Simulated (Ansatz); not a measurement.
**Li on Cu(100): change of the work function**

Wanted: Δφ(θ) for Li/Cu(100), starting from the hollow site.

Main program and level: Ansatz 0.2.0; plane-wave DFT, PBE, Ansatz PAW.

Most raw output is cut from this account.

## (1) Starting point

The cell holds 4 atoms: 4 Cu. Cell: a = 2.553 Å, b = 2.553 Å, c = 23.415 Å, α = 90.0°, β = 90.0°, γ = 90.0°. Vacuum lies along c.

## (2) The clean slab

The bare slab comes first, as the zero from which every change is counted. The two lowest layers are held at bulk places and the upper ones relax. The dipole correction removes the false field that a one-sided slab makes across the periodic vacuum, so each face gets a flat vacuum level of its own.

The input, input.yaml:

```yaml
crystal:
  lattice:
    - [2.5526554801, 0.0, 0.0]
    - [0.0, 2.5526554801, 0.0]
    - [0.0, 0.0, 23.415]
  atoms:
    - { symbol: Cu, position: [0.5, 0.5, 0.3843689942] }
    - { symbol: Cu, position: [0.0, 0.0, 0.4614563314] }
    - { symbol: Cu, position: [0.5, 0.5, 0.5385436686] }
    - { symbol: Cu, position: [0.0, 0.0, 0.6156310058] }
kpoints:
  mp_grid: { grid: [12, 12, 1] }
hamiltonian:
  xc: pbe
scf:
  occupations: { method: fermi_dirac, width: 0.1 }
  convergence: { dr2_threshold: 1.0e-08 }
efield:
  axis: 3
  dipole_correction: true
  ramp_position: 0.97
  ramp_width: 0.06
relax:
  f_tol: 0.02
  max_steps: 60
  constraints: [{ sites: [0, 1] }]
output:
  write_potential: true
  write_density: true
  volumetric_format: npy
```

On the command line:

```console
$ ansatz run input.yaml --threads 4 --pin off --max-ram 12288MiB --backend cpu --events-out ev --progress --plain --runs-dir out
```

It took 23 s on 4 threads of Intel Xeon Platinum 8259CL at 2.50GHz (Skylake/Cascade Lake), shared host; peak memory 0.58 GiB; 87 s of CPU time.

Step by step:

```tsv
step	energy less that of the first step (eV)	largest force component (eV/Å)
1	0.0000	0.2181
2	-0.0019	0.1395
3	-0.0033	0.0021
```

The run keeps the 8 symmetry operations that it works with, so distortions that break them were not tested.

The atoms that moved most (Å):

```tsv
atom	dx	dy	dz	length
Cu3	0.000	0.000	0.031	0.031
```

The relaxed structure:

```cif
data_structure
_symmetry_space_group_name_H-M 'P 1'
_symmetry_Int_Tables_number 1
_cell_length_a 2.5527
_cell_length_b 2.5527
_cell_length_c 23.4150
_cell_angle_alpha 90.000
_cell_angle_beta 90.000
_cell_angle_gamma 90.000
_cell_volume 152.57
loop_
_atom_site_label
_atom_site_type_symbol
_atom_site_fract_x
_atom_site_fract_y
_atom_site_fract_z
_atom_site_occupancy
Cu1 Cu 0.50000 0.50000 0.38437 1
Cu2 Cu 0.00000 0.00000 0.46146 1
Cu3 Cu 0.50000 0.50000 0.53988 1
Cu4 Cu 0.00000 0.00000 0.61576 1
```

Numbers from this step:

- energy at zero smearing: -26499.4726 eV
- work function, upper face: 4.571 eV
- dipole along the normal: 4.05e-4 e·Å

Running mean over 1.805 Å of the planar mean; the ramp of the sawtooth is left out. The electron's electrostatic potential energy less the Fermi level by z:

```tsv
z (Å)	electron's electrostatic potential energy less the Fermi level (eV)
3.0	4.58
3.5	4.58
4.0	4.58
4.5	4.58
5.0	4.58
5.5	4.57
6.0	4.54
6.5	4.45
7.0	4.10
7.5	2.70
8.0	-1.44
8.5	-6.20
9.0	-8.30
9.5	-8.63
10.0	-8.72
10.5	-8.78
11.0	-8.72
11.5	-8.54
12.0	-8.55
12.5	-8.77
13.0	-8.94
13.5	-9.00
14.0	-8.80
14.5	-8.20
15.0	-5.53
15.5	-0.619
16.0	3.08
16.5	4.18
17.0	4.46
17.5	4.54
18.0	4.56
18.5	4.57
19.0	4.57
19.5	4.57
20.0	4.57
```

The relaxation took 3 steps and lowered the energy by 0.0033 eV; the largest force on the free atoms ends at 0.0021 eV/Å.

The work function of the upper face is 4.57 eV.

## (3) Adsorbate added, k-mesh 6×6×1, coverage 0.25 ML

System of this step: Li/Cu(100). The cell holds 17 atoms: 16 Cu and 1 Li. Cell: a = 5.105 Å, b = 5.105 Å, c = 25.466 Å, α = 90.0°, β = 90.0°, γ = 90.0°. Vacuum lies along c.

The clean slab as it ended is repeated in the plane and the adsorbate is set on one face; the cell's size fixes the coverage, and the k-mesh shrinks with it to keep the sampling density about even. Adsorbate and upper layers relax, since the dipole depends on the height.

The input, input.yaml:

```yaml
crystal:
  lattice:
    - [5.1053109602, 0.0, 0.0]
    - [0.0, 5.1053109602, 0.0]
    - [0.0, 0.0, 25.4661087593]
  atoms:
    - { symbol: Cu, position: [0.25, 0.25, 0.3534108837] }
    - { symbol: Cu, position: [0.0, 0.0, 0.4242893998] }
    - { symbol: Cu, position: [0.25, 0.25, 0.4963981726] }
    - { symbol: Cu, position: [0.0, 0.0, 0.5661630324] }
    - { symbol: Cu, position: [0.25, 0.75, 0.3534108837] }
    - { symbol: Cu, position: [0.0, 0.5, 0.4242893998] }
    - { symbol: Cu, position: [0.25, 0.75, 0.4963981726] }
    - { symbol: Cu, position: [0.0, 0.5, 0.5661630324] }
    - { symbol: Cu, position: [0.75, 0.25, 0.3534108837] }
    - { symbol: Cu, position: [0.5, 0.0, 0.4242893998] }
    - { symbol: Cu, position: [0.75, 0.25, 0.4963981726] }
    - { symbol: Cu, position: [0.5, 0.0, 0.5661630324] }
    - { symbol: Cu, position: [0.75, 0.75, 0.3534108837] }
    - { symbol: Cu, position: [0.5, 0.5, 0.4242893998] }
    - { symbol: Cu, position: [0.75, 0.75, 0.4963981726] }
    - { symbol: Cu, position: [0.5, 0.5, 0.5661630324] }
    - { symbol: Li, position: [0.25, 0.25, 0.6465891163] }
kpoints:
  mp_grid: { grid: [6, 6, 1] }
hamiltonian:
  xc: pbe
scf:
  occupations: { method: fermi_dirac, width: 0.1 }
  convergence: { dr2_threshold: 1.0e-08 }
efield:
  axis: 3
  dipole_correction: true
  ramp_position: 0.97
  ramp_width: 0.06
relax:
  f_tol: 0.02
  max_steps: 60
  constraints: [{ sites: [0, 1, 4, 5, 8, 9, 12, 13] }]
output:
  bader: true
  dos: { projected: true, e_range: [-8, 4] }
  write_potential: true
  write_density: true
  volumetric_format: npy
  elf: true
```

It took 4.5 min on 4 threads; peak memory 3.2 GiB; 17 min of CPU time.

The steps of the relaxation:

```tsv
step	energy less that of the first step (eV)	largest force component (eV/Å)
1	0.0000	0.4455
2	-0.0487	0.0823
3	-0.0508	0.0472
4	-0.0516	0.0007
```

The run keeps the 8 symmetry operations that it works with, so distortions that break them were not tested.

The atoms that moved most (Å):

```tsv
atom	dx	dy	dz	length
Li17	0.000	0.000	-0.185	0.185
Cu16	0.007	0.007	0.017	0.020
Cu12	0.007	-0.007	0.017	0.020
Cu8	-0.007	0.007	0.017	0.020
Cu4	-0.007	-0.007	0.017	0.020
Cu15	0.000	0.000	-0.011	0.011
Cu7	0.000	0.000	-0.006	0.006
Cu11	0.000	0.000	-0.006	0.006
```

Final coordinates:

```xyz
17
Lattice="5.1053 0.0000 0.0000 0.0000 5.1053 0.0000 0.0000 0.0000 25.4661" Properties=species:S:1:pos:R:3
Cu    1.2763    1.2763    9.0000
Cu    0.0000    0.0000   10.8050
Cu    1.2763    1.2763   12.6399
Cu   -0.0071   -0.0071   14.4354
Cu    1.2763    3.8290    9.0000
Cu    0.0000    2.5527   10.8050
Cu    1.2763    3.8290   12.6357
Cu   -0.0071    2.5597   14.4354
Cu    3.8290    1.2763    9.0000
Cu    2.5527    0.0000   10.8050
Cu    3.8290    1.2763   12.6357
Cu    2.5597   -0.0071   14.4354
Cu    3.8290    3.8290    9.0000
Cu    2.5527    2.5527   10.8050
Cu    3.8290    3.8290   12.6299
Cu    2.5597    2.5597   14.4354
Li    1.2763    1.2763   16.2810
```

This step gave:

- energy at zero smearing: -106203.1064 eV
- work function, upper face: 2.377 eV
- work function, lower face: 4.548 eV
- dipole along the normal: 0.3127 e·Å
- step between the vacuum levels: -2.171 eV

Running mean over 1.805 Å of the planar mean; the ramp of the sawtooth is left out. Table of electron's electrostatic potential energy less the Fermi level by z:

```tsv
z (Å)	electron's electrostatic potential energy less the Fermi level (eV)
3	4.55
4	4.55
5	4.54
6	4.51
7	4.07
8	-1.46
9	-8.31
10	-8.74
11	-8.76
12	-8.62
13	-8.84
14	-8.71
15	-6.08
16	0.983
17	1.68
18	2.24
19	2.35
20	2.37
21	2.38
22	2.38
```

The density of states has structure finer than the step of the table below, so its rows give means over 0.5 eV, whole bins alone (the curve runs from -8 to 1.98 eV). Peaks (eV: height): -2.83: 118, -2.41: 83.5, -2.32: 86.7, -2.14: 73.3, -1.95: 80.9, -1.74: 92.9, -1.50: 103.

Table of density of states by energy, zero at the Fermi level; means over each step:

```tsv
energy (eV)	density of states (states/eV a cell)
-7.5	1.19
-7.0	2.36
-6.5	2.35
-6.0	3.15
-5.5	4.21
-5.0	7.66
-4.5	17.1
-4.0	31.2
-3.5	35.8
-3.0	57.8
-2.5	54.5
-2.0	69.1
-1.5	50.1
-1.0	7.25
-0.5	5.29
0.0	7.42
0.5	4.24
1.0	5.85
1.5	4.88
```

Projected DOS per atom over height of the atomic layer and energy from the Fermi level. Layers: Cu4 Cu4 Cu4 Cu4 Li from below.

Ten even steps from '_' (0.00 states/eV) to '@' (5.74 states/eV), each cell a mean:
```
________..
__________
__________
__________
__________
__________
__________
++------__
@@****@@__
%%++++%%__
++++**##__
--++====__
::------__
..====::__
__::::..__
____..____
__________
__________
__________
__________
__________
__________
```
Columns: height of the atomic layer (Å) from 9 to 16.3; rows upwards: energy from the Fermi level (eV) from -7.96 to 1.95.

ELF in the ca plane at fractional y = 0.250, with atoms of Cu and Li within 0.2 Å of it. It is the smooth field of the valence electrons, not physical close to the nuclei.

Ten even steps from '0' (0.00 × 1e-1) to '9' (9.84 × 1e-1), each cell a mean:
```
11211112222222111222223333221000000000000000
11112221222221221122222322211000000000000000
11125631122212563122222222110000000000000000
11126841122212673122222221110000000000000000
11113421222211342122222222211000000000000000
11111112222221111222223333221000000000000000
11222222222222222222223432211000000000000000
11111112222222111222233310000000000000000000
11112221222221221122233112000000000000000000
11125631222212563122232179600000000000000000
11126841122212674112331189800000000000000000
11113421222211342122232036300000000000000000
11111112222221111222233200000000000000000000
11222222222222222222223421111000000000000000
```
Columns run along c (16.0 Å, from fractional 0.29 to 0.92 of the cell), rows up along a (5.1 Å). Atoms in or near the plane, at fractional coordinates: Cu at (0.35, 0.25), Cu at (0.50, 0.25), Cu at (0.35, 0.75), Cu at (0.50, 0.75), Li at (0.64, 0.25).

Valence density in the ca plane at fractional y = 0.250, with atoms of Cu and Li within 0.2 Å of it. It is the smooth field of the valence electrons, not physical close to the nuclei.

Values in e/Å³, 8 rows by 16 columns, each cell a mean:
```
 0  1  1  0  0  1  0  0  0  0  0  0  0  0  0  0
 0 14  9  0  1 21  1  0  0  0  0  0  0  0  0  0
 0  8  5  0  1 12  1  0  0  0  0  0  0  0  0  0
 0  0  0  0  0  0  0  0  0  0  0  0  0  0  0  0
 0  1  1  0  0  1  0  0  0  0  0  0  0  0  0  0
 0 14  9  0  1 21  1  0  1  2  0  0  0  0  0  0
 0  8  5  0  1 12  1  0  1  1  0  0  0  0  0  0
 0  0  0  0  0  0  0  0  0  0  0  0  0  0  0  0
```
Columns run along c (16.0 Å, from fractional 0.29 to 0.92 of the cell), rows up along a (5.1 Å). Atoms in or near the plane, at fractional coordinates: Cu at (0.35, 0.25), Cu at (0.50, 0.25), Cu at (0.35, 0.75), Cu at (0.50, 0.75), Li at (0.64, 0.25).

Electrostatic potential energy in the ca plane at fractional y = 0.250, with atoms of Cu and Li within 0.2 Å of it. With pseudopotentials it is smooth inside the atoms' cores, unlike the true potential.

Ten even steps from '0' (-48 eV) to '9' (6 eV), each cell a mean:
```
99998889999999888999999999999999999999999999
99973258999997335899999999999999999999999999
99840016999983001699999999999999999999999999
99830006999982001699999999999999999999999999
99851037999985103799999999999999999999999999
99986679999998667999999999999999999999999999
99999999999999999999999999999999999999999999
99998889999999888999999999999999999999999999
99973258999997335899999876889999999999999999
99840016999983001699999743589999999999999999
99830006999983001699999632589999999999999999
99851037999985103799999855789999999999999999
99986679999998667999999988899999999999999999
99999999999999999999999999999999999999999999
```
Columns run along c (16.0 Å, from fractional 0.29 to 0.92 of the cell; values clipped at the 3rd and 97th percentile), rows up along a (5.1 Å). Atoms in or near the plane, at fractional coordinates: Cu at (0.35, 0.25), Cu at (0.50, 0.25), Cu at (0.35, 0.75), Cu at (0.50, 0.75), Li at (0.64, 0.25).

The relaxation took 4 steps and lowered the energy by 0.052 eV; the largest force on the free atoms ends at 7.2e-4 eV/Å.

By hand: a sheet of dipoles makes a step −p/(ε₀A) in the electron's potential. With e/ε₀ = 180.95 V·Å, p = 0.3127 e·Å and A = 26.06 Å², that is −180.95 × (0.3127) / 26.06 = -2.171 eV, and the two vacuum levels of the run differ by -2.171 eV.

The covered face has 2.38 eV, -2.19 eV against the clean one; the bare back face has moved by -0.03 eV, a measure of how thin the slab is.

## (4) Adsorbate added, k-mesh 6×6×1, coverage 0.5 ML

System of this step: Li/Cu(100). The cell holds 18 atoms: 16 Cu and 2 Li. Its edges and angles: a = 5.105 Å, b = 5.105 Å, c = 25.466 Å, α = 90.0°, β = 90.0°, γ = 90.0°. Vacuum lies along c.

Another coverage, to see how the dipoles act on each other as their distance changes.

input.yaml, as its differences from that of step 3:

```diff
@@ -23,2 +23,3 @@
     - { symbol: Li, position: [0.25, 0.25, 0.6465891163] }
+    - { symbol: Li, position: [0.75, 0.75, 0.6465891163] }
 kpoints:
@@ -45,2 +46 @@
   volumetric_format: npy
-  elf: true
```

Elapsed: 4.4 min, on 4 threads; peak memory 3.2 GiB; 17 min of CPU time.

Step by step:

```tsv
step	energy less that of the first step (eV)	largest force component (eV/Å)
1	0.0000	0.3533
2	-0.0747	0.1357
3	-0.0803	0.0684
4	-0.0818	0.0026
```

The run keeps the 16 symmetry operations that it works with, so distortions that break them were not tested.

The atoms that moved most (Å):

```tsv
atom	dx	dy	dz	length
Li18	0.000	0.000	-0.153	0.153
Li17	0.000	0.000	-0.153	0.153
Cu4	0.000	0.000	0.033	0.033
Cu8	0.000	0.000	0.033	0.033
Cu16	0.000	0.000	0.033	0.033
Cu12	0.000	0.000	0.033	0.033
Cu3	0.000	0.000	-0.009	0.009
Cu15	0.000	0.000	-0.009	0.009
```

Final coordinates:

```xyz
18
Lattice="5.1053 0.0000 0.0000 0.0000 5.1053 0.0000 0.0000 0.0000 25.4661" Properties=species:S:1:pos:R:3
Cu    1.2763    1.2763    9.0000
Cu    0.0000    0.0000   10.8050
Cu    1.2763    1.2763   12.6325
Cu    0.0000    0.0000   14.4507
Cu    1.2763    3.8290    9.0000
Cu    0.0000    2.5527   10.8050
Cu    1.2763    3.8290   12.6353
Cu    0.0000    2.5527   14.4507
Cu    3.8290    1.2763    9.0000
Cu    2.5527    0.0000   10.8050
Cu    3.8290    1.2763   12.6353
Cu    2.5527    0.0000   14.4507
Cu    3.8290    3.8290    9.0000
Cu    2.5527    2.5527   10.8050
Cu    3.8290    3.8290   12.6325
Cu    2.5527    2.5527   14.4507
Li    1.2763    1.2763   16.3130
Li    3.8290    3.8290   16.3130
```

Numbers from this step:

```
energy at zero smearing        : -106408.3728 eV
work function, upper face      : 2.448 eV
work function, lower face      : 4.532 eV
dipole along the normal        : 0.3002 e·Å
step between the vacuum levels : -2.084 eV
```

The density of states has structure finer than the step of the table below, so its rows give means over 0.25 eV, whole bins alone (the curve runs from -8 to 1.98 eV). Peaks (eV: height): -3.250: 88.5, -2.920: 88.7, -2.830: 98.9, -2.710: 107, -2.170: 85.2, -1.740: 94.0, -1.500: 94.4.

The density of states by energy, zero at the Fermi level; means over each step:

```tsv
energy (eV)	density of states (states/eV a cell)
-7.75	1.10
-7.50	1.18
-7.25	1.58
-7.00	2.62
-6.75	2.94
-6.50	1.92
-6.25	2.46
-6.00	3.00
-5.75	3.90
-5.50	3.56
-5.25	5.25
-5.00	7.17
-4.75	12.2
-4.50	17.5
-4.25	23.4
-4.00	40.1
-3.75	25.4
-3.50	33.4
-3.25	44.5
-3.00	53.0
-2.75	67.5
-2.50	50.0
-2.25	71.4
-2.00	64.4
-1.75	80.3
-1.50	47.8
-1.25	12.1
-1.00	7.61
-0.75	5.07
-0.50	5.51
-0.25	6.90
0.00	8.17
0.25	4.91
0.50	6.17
0.75	6.81
1.00	2.64
1.25	7.25
1.50	8.35
1.75	4.89
```

Projected DOS per atom over height of the atomic layer and energy from the Fermi level. Layers: Cu4 Cu4 Cu4 Cu4 Li2 from below.

Ten even steps from '0' (0.00 states/eV) to '9' (5.60 states/eV), each cell a mean:
```
00000
00000
00000
00000
00000
00000
00000
63320
96770
85680
55670
35450
23330
14420
02210
00100
00000
00000
00000
00000
00000
00000
```
Columns: height of the atomic layer (Å) from 9 to 16.3; rows upwards: energy from the Fermi level (eV) from -7.96 to 1.95.

The relaxation took 4 steps and lowered the energy by 0.082 eV; the largest force on the free atoms ends at 0.0026 eV/Å.

The covered face has 2.45 eV, -2.12 eV against the clean one; the bare back face has moved by -0.05 eV, a measure of how thin the slab is.

## (5) The covered slab, k-mesh 12×12×1, coverage 1 ML

System of this step: Li/Cu(100). The cell holds 5 atoms: 4 Cu and 1 Li. Its edges and angles: a = 2.553 Å, b = 2.553 Å, c = 25.466 Å, α = 90.0°, β = 90.0°, γ = 90.0°. Vacuum lies along c.

input.yaml, the sections that differ from step 4:

```yaml
crystal:
  lattice:
    - [2.5526554801, 0.0, 0.0]
    - [0.0, 2.5526554801, 0.0]
    - [0.0, 0.0, 25.4661087593]
  atoms:
    - { symbol: Cu, position: [0.5, 0.5, 0.3534108837] }
    - { symbol: Cu, position: [0.0, 0.0, 0.4242893998] }
    - { symbol: Cu, position: [0.5, 0.5, 0.4963981726] }
    - { symbol: Cu, position: [0.0, 0.0, 0.5661630324] }
    - { symbol: Li, position: [0.5, 0.5, 0.6465891163] }
kpoints:
  mp_grid: { grid: [12, 12, 1] }
relax:
  f_tol: 0.02
  max_steps: 60
  constraints: [{ sites: [0, 1] }]
output:
  bader: true
  write_potential: true
  write_density: true
  volumetric_format: npy
# hamiltonian, scf, efield: as in step 4
```

Run time: 50 s. Hardware: 4 threads; peak memory 0.61 GiB.

The steps of the relaxation:

```tsv
step	energy less that of the first step (eV)	largest force component (eV/Å)
1	0.0000	0.4941
2	-0.0328	0.1629
3	-0.0351	0.0726
4	-0.0357	0.0017
```

The run keeps the 8 symmetry operations that it works with, so distortions that break them were not tested.

The atoms that moved most (Å):

```tsv
atom	dx	dy	dz	length
Li5	0.000	0.000	-0.137	0.137
Cu4	0.000	0.000	0.052	0.052
Cu3	0.000	0.000	-0.006	0.006
```

The relaxed structure:

```xyz
5
Lattice="2.5527 0.0000 0.0000 0.0000 2.5527 0.0000 0.0000 0.0000 25.4661" Properties=species:S:1:pos:R:3
Cu    1.2763    1.2763    9.0000
Cu    0.0000    0.0000   10.8050
Cu    1.2763    1.2763   12.6351
Cu    0.0000    0.0000   14.4699
Li    1.2763    1.2763   16.3291
```

Running mean over 1.805 Å of the planar mean; the ramp of the sawtooth is left out. The electron's electrostatic potential energy less the Fermi level by z:

z (Å), electron's electrostatic potential energy less the Fermi level (eV) and a bar from the least value:
```
      3.0       4.57 ##############################
      3.5       4.57 ##############################
      4.0       4.57 ##############################
      4.5       4.57 ##############################
      5.0       4.57 ##############################
      5.5       4.56 ##############################
      6.0       4.53 ##############################
      6.5       4.44 ##############################
      7.0       4.09 #############################
      7.5       2.72 ##########################
      8.0      -1.43 #################
      8.5      -6.18 ######
      9.0      -8.28 #
      9.5      -8.62 
     10.0      -8.71 
     10.5      -8.78 
     11.0      -8.74 
     11.5      -8.58 
     12.0      -8.57 
     12.5      -8.71 
     13.0      -8.64 
     13.5      -8.52 #
     14.0      -8.60 
     14.5      -8.58 
     15.0      -7.24 ###
     15.5      -4.83 #########
     16.0      -3.15 #############
     16.5      -2.75 ##############
     17.0      -1.59 ################
     17.5       0.76 #####################
     18.0       2.35 #########################
     18.5       3.04 ###########################
     19.0       3.35 ###########################
     19.5       3.47 ############################
     20.0       3.52 ############################
     20.5       3.53 ############################
     21.0       3.54 ############################
     21.5       3.54 ############################
     22.0       3.54 ############################
```

The relaxation took 4 steps and lowered the energy by 0.036 eV; the largest force on the free atoms ends at 0.0017 eV/Å.

The covered face has 3.54 eV, -1.03 eV against the clean one; the bare back face has moved by -0.01 eV, a measure of how thin the slab is.

## (6) Work function against coverage

This step: plane-wave DFT, PBE, Ansatz PAW; work function against coverage (Ansatz 0.2.0).

The runs are now put side by side.

Numbers from this step:

```yaml
work_function_of_the_clean_face: 4.571 eV
largest_change_of_the_work_function: -2.194 eV
```

Table of work function of the covered face by coverage:

```tsv
coverage (adsorbates/nm²)	work function of the covered face (eV)
0.00	4.57
3.84	2.38
7.67	2.45
15.35	3.54
```

The dipole per adsorbate comes from the change of the cell's dipole. Coverage, by row:

```tsv
coverage (1/nm²)	coverage (ML)	work function (eV)	change (eV)	dipole per adsorbate, positive end outwards (debye)	mean height of the added atoms over the highest substrate atom (Å)
3.837	0.25	2.377	-2.194	1.494	1.846
7.673	0.5	2.448	-2.122	0.717	1.862
15.35	1	3.545	-1.026	0.175	1.859
```

(Part 1 of 2 ends here.)

[Logs are printed without paths, hosts, clocks, repeated set-up lines and the standing remarks that a program may print on its own settings, such as how far it seeks lower states.]

[Hosts, paths, dates, database ids (printed as entryN), source tags and the programs' standing remarks are cut or masked in the printed files.]

[Maps of the electrostatic potential energy from Ansatz leave out the sawtooth potential of an applied field or a dipole correction, so their vacuum need not be flat; planar profiles and work functions include it.]

[The density of states shown here was stored with 400 of the rows of the run's finer table, so its peaks can read low, often by over a quarter, or be missed, and its means over a window can be off by a tenth or more.]
